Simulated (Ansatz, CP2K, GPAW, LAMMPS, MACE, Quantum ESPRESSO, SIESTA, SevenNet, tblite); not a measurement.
# SIESTA on liquid N-methylformamide at 298 K (108 atoms): settings against a plane-wave reference, part 2 of 2

Wanted: SIESTA inputs and outputs for liquid N-methylformamide at 298 K (108 atoms), checked against a plane-wave reference.

Program: SIESTA 5.4.2; the method stands at each step. Banners, paths, timers and routine set-up lines are dropped from the logs unmarked, and long logs keep their key lines alone; longer cuts are marked. The potentials were converted by us to PSML.

So far. Step 2 (PBE, DZP, shift 0.01 Ry, mesh 500 Ry): Forces lie 41 % from the reference's, at 4.2 times its CPU time (on 2 against 4 cores). Step 3 (PBE, SZP, shift 0.01 Ry, mesh 500 Ry): Against the first run (41 %), the force difference from the reference is 134 %, at 0.86 times the CPU time, with 672 basis functions against 924: the smaller basis costs accuracy.

## (4) PBE, DZP, shift 0.04 Ry, mesh 500 Ry

Method: Kohn-Sham DFT, PBE, PseudoDojo 0.4.1 norm-conserving pseudopotentials (converted to PSML), numerical atomic orbitals (DZP), diagonalisation.

The input, input.fdf:

```
SystemLabel cell
NumberOfAtoms 108
NumberOfSpecies 4
%block ChemicalSpeciesLabel
  1 6 C
  2 7 N
  3 8 O
  4 1 H
%endblock ChemicalSpeciesLabel
LatticeConstant 1.0 Ang
%block LatticeVectors
  10.55022 0.00000 0.00000
  0.00000 10.55022 0.00000
  0.00000 0.00000 10.55022
%endblock LatticeVectors
PAO.BasisSize DZP
PAO.EnergyShift 0.04 Ry
XC.Functional GGA
XC.Authors PBE
MeshCutoff 500 Ry
%block kgrid_Monkhorst_Pack
  1 0 0 0.0
  0 1 0 0.0
  0 0 1 0.0
%endblock kgrid_Monkhorst_Pack
SolutionMethod diagon
OccupationFunction FD
ElectronicTemperature 580 K
SCF.Mixer.Method Pulay
SCF.Mixer.Weight 0.15
SCF.Mixer.History 8
SCF.Mix Hamiltonian
MaxSCFIterations 300
SCF.DM.Tolerance 1e-04
SCF.H.Tolerance 1.0e-3 eV
WriteForces T
Write.HirshfeldPop T
Write.VoronoiPop T
Write.DM F
Write.H F
XML.Write F
AtomicCoordinatesFormat Fractional
%block AtomicCoordinatesAndAtomicSpecies
[... 108 atom lines left out: the same atoms as in the first run ...]
%endblock AtomicCoordinatesAndAtomicSpecies
```

Launch:

```sh
$ OMP_NUM_THREADS=1 mpirun -np 2 siesta < input.fdf > output.txt
```

Log:

```text
Version         : 5.4.2
reinit: System Name:
reinit: System Label: cell
initatom: Reading input for the pseudopotentials and atomic orbitals ----------
Species number:   1 Atomic number:    6 Label: C
Species number:   2 Atomic number:    7 Label: N
Species number:   3 Atomic number:    8 Label: O
Species number:   4 Atomic number:    1 Label: H
Ground state valence configuration (from tables):   2s02  2p02  3d00  4f00
Ground state valence configuration (from tables):   2s02  2p03  3d00  4f00
Ground state valence configuration (from tables):   2s02  2p04  3d00  4f00
Ground state valence configuration (from tables):   1s01  2p00  3d00  4f00
---- Processing specs for species: C
GGA--PBE XC_GGA_X_PBE--XC_GGA_C_PBE pb
---- Processing specs for species: N
[... lines left out ...]
stepf: Fermi-Dirac step function
        iscf     Eharris(eV)        E_KS(eV)     FreeEng(eV)     dDmax    Ef(eV) dHmax(eV)
[... lines left out ...]
SCF Convergence by DM+H criterion
[... lines left out ...]
SCF cycle converged after 11 iterations
[... lines left out ...]
   Max    3.222061
[... lines left out ...]
   Max    3.222061    constrained
Stress tensor Voigt[x,y,z,yz,xz,xy] (kbar):       22.14       33.84       28.85       -2.16       -2.05        4.49
[... lines left out ...]
siesta: FreeEng =    -13629.054465
[... lines left out ...]
siesta:         Corr. =    -323.005929
siesta:   Exch.-corr. =   -4387.561461
siesta:  Ion-electron =  -25011.488685
siesta:       Ion-ion =   -2356.416847
siesta:         Total =  -13629.054465
siesta:         Fermi =      -1.526081
siesta: Stress tensor (static) (eV/Ang**3):
siesta:     0.013817    0.002804   -0.001280
siesta:     0.002804    0.021124   -0.001345
siesta:    -0.001280   -0.001346    0.018007
siesta: Cell volume =       1174.314836 Ang**3
siesta: Pressure (static):
siesta:                Solid            Molecule  Units
siesta:          -0.00019223         -0.00026644  Ry/Bohr**3
siesta:          -0.01764939         -0.02446379  eV/Ang**3
siesta:         -28.27743597        -39.19531481  kBar
    Orbital volume contribution        =          15.726682 eV
    (Free)E + p_basis*V_orbitals       =      -13613.327784 eV
    (Free)Eharris+ p_basis*V_orbitals  =      -13613.327785 eV
Hirshfeld Atomic Populations:
Atom #   charge [q] valence [e]  Species
     1     0.031101    3.968899  C
     2     0.019842    4.980158  N
     3     0.112157    3.887843  C
     4    -0.153698    6.153698  O
     5     0.020422    0.979578  H
     6    -0.007645    1.007645  H
     7    -0.005177    1.005177  H
[...]
10     0.025510    3.974490  C
    11     0.013758    4.986242  N
[...]
13    -0.152656    6.152656  O
[...]
20    -0.007207    5.007207  N
[...]
22    -0.191070    6.191070  O
[...]
--------------------
 Total    -0.000071
Voronoi Atomic Populations:
Atom #   charge [q] valence [e]  Species
[...]
92     0.041159    4.958841  N
[...]
94    -0.167502    6.167502  O
[...]
100     0.150491    3.849509  C
   101     0.018909    4.981091  N
   102     0.177840    3.822160  C
   103    -0.197302    6.197302  O
[...]
107     0.008361    0.991639  H
   108    -0.061490    1.061490  H
--------------------
 Total    -0.000071
```

It took 54 s on 2 MPI ranks of Arm Neoverse V1, shared host; peak memory 1.1 GiB.

Numbers from this run, and their distance from the reference:

- r.m.s. force component: 0.9768 eV/Å
- r.m.s. difference of force components: 429.6 meV/Å
- longest difference of force vectors: 2049 meV/Å
- force difference over r.m.s. force: 46.09 %
- slope of forces against the reference's: 0.9429
- correlation of force components: 0.8998
- gap (highest filled to lowest empty level): 3.821 eV
- gap difference: -0.2278 eV
- pressure: -2.828 GPa
- pressure difference: -5.191 GPa

This is a coarse setting, run to see what it loses.

Against the first run (41 %), the force difference from the reference is 46 %, at 0.55 times the CPU time.

## (5) RPBE, PBE potentials, DZP, shift 0.01 Ry, mesh 500 Ry

Method: Kohn-Sham DFT, RPBE, PseudoDojo 0.4.1 norm-conserving pseudopotentials (converted to PSML), numerical atomic orbitals (DZP), diagonalisation.

Changes to input.fdf since step 4:

```diff
@@ -16,5 +16,5 @@
 PAO.BasisSize DZP
-PAO.EnergyShift 0.04 Ry
+PAO.EnergyShift 0.01 Ry
 XC.Functional GGA
-XC.Authors PBE
+XC.Authors RPBE
 MeshCutoff 500 Ry
```

Log:

```text
Version         : 5.4.2
reinit: System Name:
reinit: System Label: cell
initatom: Reading input for the pseudopotentials and atomic orbitals ----------
Species number:   1 Atomic number:    6 Label: C
Species number:   2 Atomic number:    7 Label: N
Species number:   3 Atomic number:    8 Label: O
Species number:   4 Atomic number:    1 Label: H
Ground state valence configuration (from tables):   2s02  2p02  3d00  4f00
Ground state valence configuration (from tables):   2s02  2p03  3d00  4f00
Ground state valence configuration (from tables):   2s02  2p04  3d00  4f00
Ground state valence configuration (from tables):   1s01  2p00  3d00  4f00
---- Processing specs for species: C
GGA--PBE XC_GGA_X_PBE--XC_GGA_C_PBE pb
---- Processing specs for species: N
[... lines left out ...]
stepf: Fermi-Dirac step function
        iscf     Eharris(eV)        E_KS(eV)     FreeEng(eV)     dDmax    Ef(eV) dHmax(eV)
[... lines left out ...]
SCF Convergence by DM+H criterion
[... lines left out ...]
SCF cycle converged after 12 iterations
[... lines left out ...]
   Max    3.781314
[... lines left out ...]
   Max    3.781314    constrained
Stress tensor Voigt[x,y,z,yz,xz,xy] (kbar):      -55.36      -48.71      -54.65       -4.16      -10.85        0.83
[... lines left out ...]
siesta: FreeEng =    -13681.985710
[... lines left out ...]
siesta:         Corr. =    -321.317090
siesta:   Exch.-corr. =   -4370.835174
siesta:  Ion-electron =  -24960.700015
siesta:       Ion-ion =   -2134.521607
siesta:         Total =  -13681.985710
siesta:         Fermi =      -4.204451
siesta: Stress tensor (static) (eV/Ang**3):
siesta:    -0.034554    0.000518   -0.006773
siesta:     0.000518   -0.030402   -0.002596
siesta:    -0.006773   -0.002596   -0.034108
siesta: Cell volume =       1174.314836 Ang**3
siesta: Pressure (static):
siesta:                Solid            Molecule  Units
siesta:           0.00035965          0.00023294  Ry/Bohr**3
siesta:           0.03302113          0.02138801  eV/Ang**3
siesta:          52.90567934         34.26737098  kBar
    Orbital volume contribution        =          29.763921 eV
    (Free)E + p_basis*V_orbitals       =      -13652.221789 eV
    (Free)Eharris+ p_basis*V_orbitals  =      -13652.221790 eV
Hirshfeld Atomic Populations:
Atom #   charge [q] valence [e]  Species
     1    -0.028928    4.028928  C
     2    -0.033932    5.033932  N
     3     0.115100    3.884900  C
     4    -0.185141    6.185141  O
     5     0.044031    0.955969  H
     6     0.019818    0.980182  H
     7     0.018686    0.981314  H
[...]
10    -0.034671    4.034671  C
    11    -0.036067    5.036067  N
[...]
13    -0.190694    6.190694  O
[...]
20    -0.052703    5.052703  N
[...]
22    -0.224062    6.224062  O
[...]
--------------------
 Total     0.000007
Voronoi Atomic Populations:
Atom #   charge [q] valence [e]  Species
[...]
92    -0.040800    5.040800  N
[...]
94    -0.231042    6.231042  O
[...]
100     0.052746    3.947254  C
   101    -0.055478    5.055478  N
   102     0.153324    3.846676  C
   103    -0.243237    6.243237  O
[...]
107     0.080477    0.919523  H
   108    -0.018804    1.018804  H
--------------------
 Total     0.000007
```

The job ended after 98 s (2 MPI ranks; peak memory 1.6 GiB).

Numbers from this run, and their distance from the reference:

```yaml
r_m_s_force_component: 1.086 eV/Å
r_m_s_difference_of_force_components: 335 meV/Å
longest_difference_of_force_vectors: 1233 meV/Å
force_difference_over_r_m_s_force: 35.94 %
slope_of_forces_against_the_reference_s: 1.115
correlation_of_force_components: 0.9564
spacing_of_highest_filled_and_lowest_empty_level: 4.012 eV
gap_difference: -0.0373 eV
pressure: 5.291 GPa
pressure_difference: 2.928 GPa
```

Against the first run (41 %), the force difference from the reference is 36 %, at 1.00 times the CPU time; another functional landing nearer a PBE reference means that errors partly cancel.

## (6) All runs compared

Differences are against the plane-wave reference, forces as r.m.s. over components; share is that over the reference's r.m.s. force, slope the least-squares factor from reference forces to these. Total energies of different programs have different zeros and aren't compared.

```csv
run,"Δ force, r.m.s. (meV/Å)",share (%),slope,Δ pressure (GPa),Δ gap (eV),cores,CPU time,memory (GiB)
reference,-,-,-,-,-,4,47 s,1.2
"SIESTA PBE, DZP, shift 0.01 Ry, mesh 500 Ry",383,41.1,1.127,2.20,-0.0637,2,3.3 min,1.5
"SIESTA PBE, SZP, shift 0.01 Ry, mesh 500 Ry (coarse)",1244,134,1.353,8.63,-0.311,2,2.8 min,1.4
"SIESTA PBE, DZP, shift 0.04 Ry, mesh 500 Ry (coarse)",430,46.1,0.943,-5.19,-0.228,2,1.8 min,1.1
"SIESTA RPBE, PBE potentials, DZP, shift 0.01 Ry, mesh 500 Ry",335,35.9,1.115,2.93,-0.0373,2,3.2 min,1.6
```

Rows marked coarse were listed beforehand as settings not expected to be converged; some can still land near the reference.

CPU time is summed over cores on a shared host, where runs went side by side, so it is rough. Symmetry, cutoffs, thresholds, outputs and thread counts weren't matched or tuned between programs; memory under MPI is the largest rank's times the ranks.

Mean charges by element (e), by run and scheme:

```csv
run,scheme,C,N,O,H
reference,Löwdin,-0.02,-0.27,-0.45,+0.22
"SIESTA PBE, DZP, shift 0.01 Ry, mesh 500 Ry",Hirshfeld,+0.04,-0.04,-0.20,+0.03
"SIESTA RPBE, PBE potentials, DZP, shift 0.01 Ry, mesh 500 Ry",Hirshfeld,+0.04,-0.04,-0.20,+0.03
```

The reference's Löwdin charges lack the electrons that the projection spills, 0.037 e an atom on average.

## (7) Results

| Property | Result |
| --- | --- |
| nearest in forces | SIESTA RPBE, PBE potentials, DZP, shift 0.01 Ry, mesh 500 Ry, 36 % |
| its CPU time | 3.2 min |

The PBE run in local orbitals, coarse settings apart, differs by 41 % (SIESTA PBE, DZP, shift 0.01 Ry, mesh 500 Ry); basis, grid and potentials can all enter, and differences of this size make the forces unusable. Rows with another functional or a dispersion term differ by 36 % (SIESTA RPBE, PBE potentials, DZP, shift 0.01 Ry, mesh 500 Ry), which mixes the change of model with differences of basis and potentials, some of them made for another functional. Runs with settings chosen to be coarse differ by 46 % (SIESTA PBE, DZP, shift 0.04 Ry, mesh 500 Ry) to 134 % (SIESTA PBE, SZP, shift 0.01 Ry, mesh 500 Ry), their programs' other errors included. None of the electronic-structure runs in the table takes under half the reference's CPU time of 47 s; they take 2.3 to 4.2 times as much. At the same functional, gaps differ from the reference's 4.05 eV by between -0.31 and -0.06 eV. In pressure, SIESTA PBE, SZP, shift 0.01 Ry, mesh 500 Ry misses by +8.6 GPa, at the same functional. Charges hang on scheme and program or settings: among these rows the mean for O runs from -0.45 to -0.20 e. With short bonds to hydrogen, sets of potentials differ among themselves by several per cent in forces even at converged cutoffs, so the reference isn't exact here either. The network of contacts between molecules at the start is that of the classical potential that made the cell, and needn't be the one that DFT or experiment would give. The reference's PBE has no dispersion term, which matters for the binding between molecules or layers. The density was typed from a rule of thumb and may lie off the real one at this temperature. The electronic-structure runs sample only Γ, in a cell whose shortest periodic width is 11 Å.

[Also dropped from logs without a mark: logging warnings of Python, and SIESTA's first energy breakdown and zero terms.]

[Logs are printed without paths, hosts, clocks, repeated set-up lines and the standing remarks that a program may print on its own settings, such as how far it seeks lower states.]

[Hosts, paths, dates, database ids (printed as entryN), source tags and the programs' standing remarks are cut or masked in the printed files.]
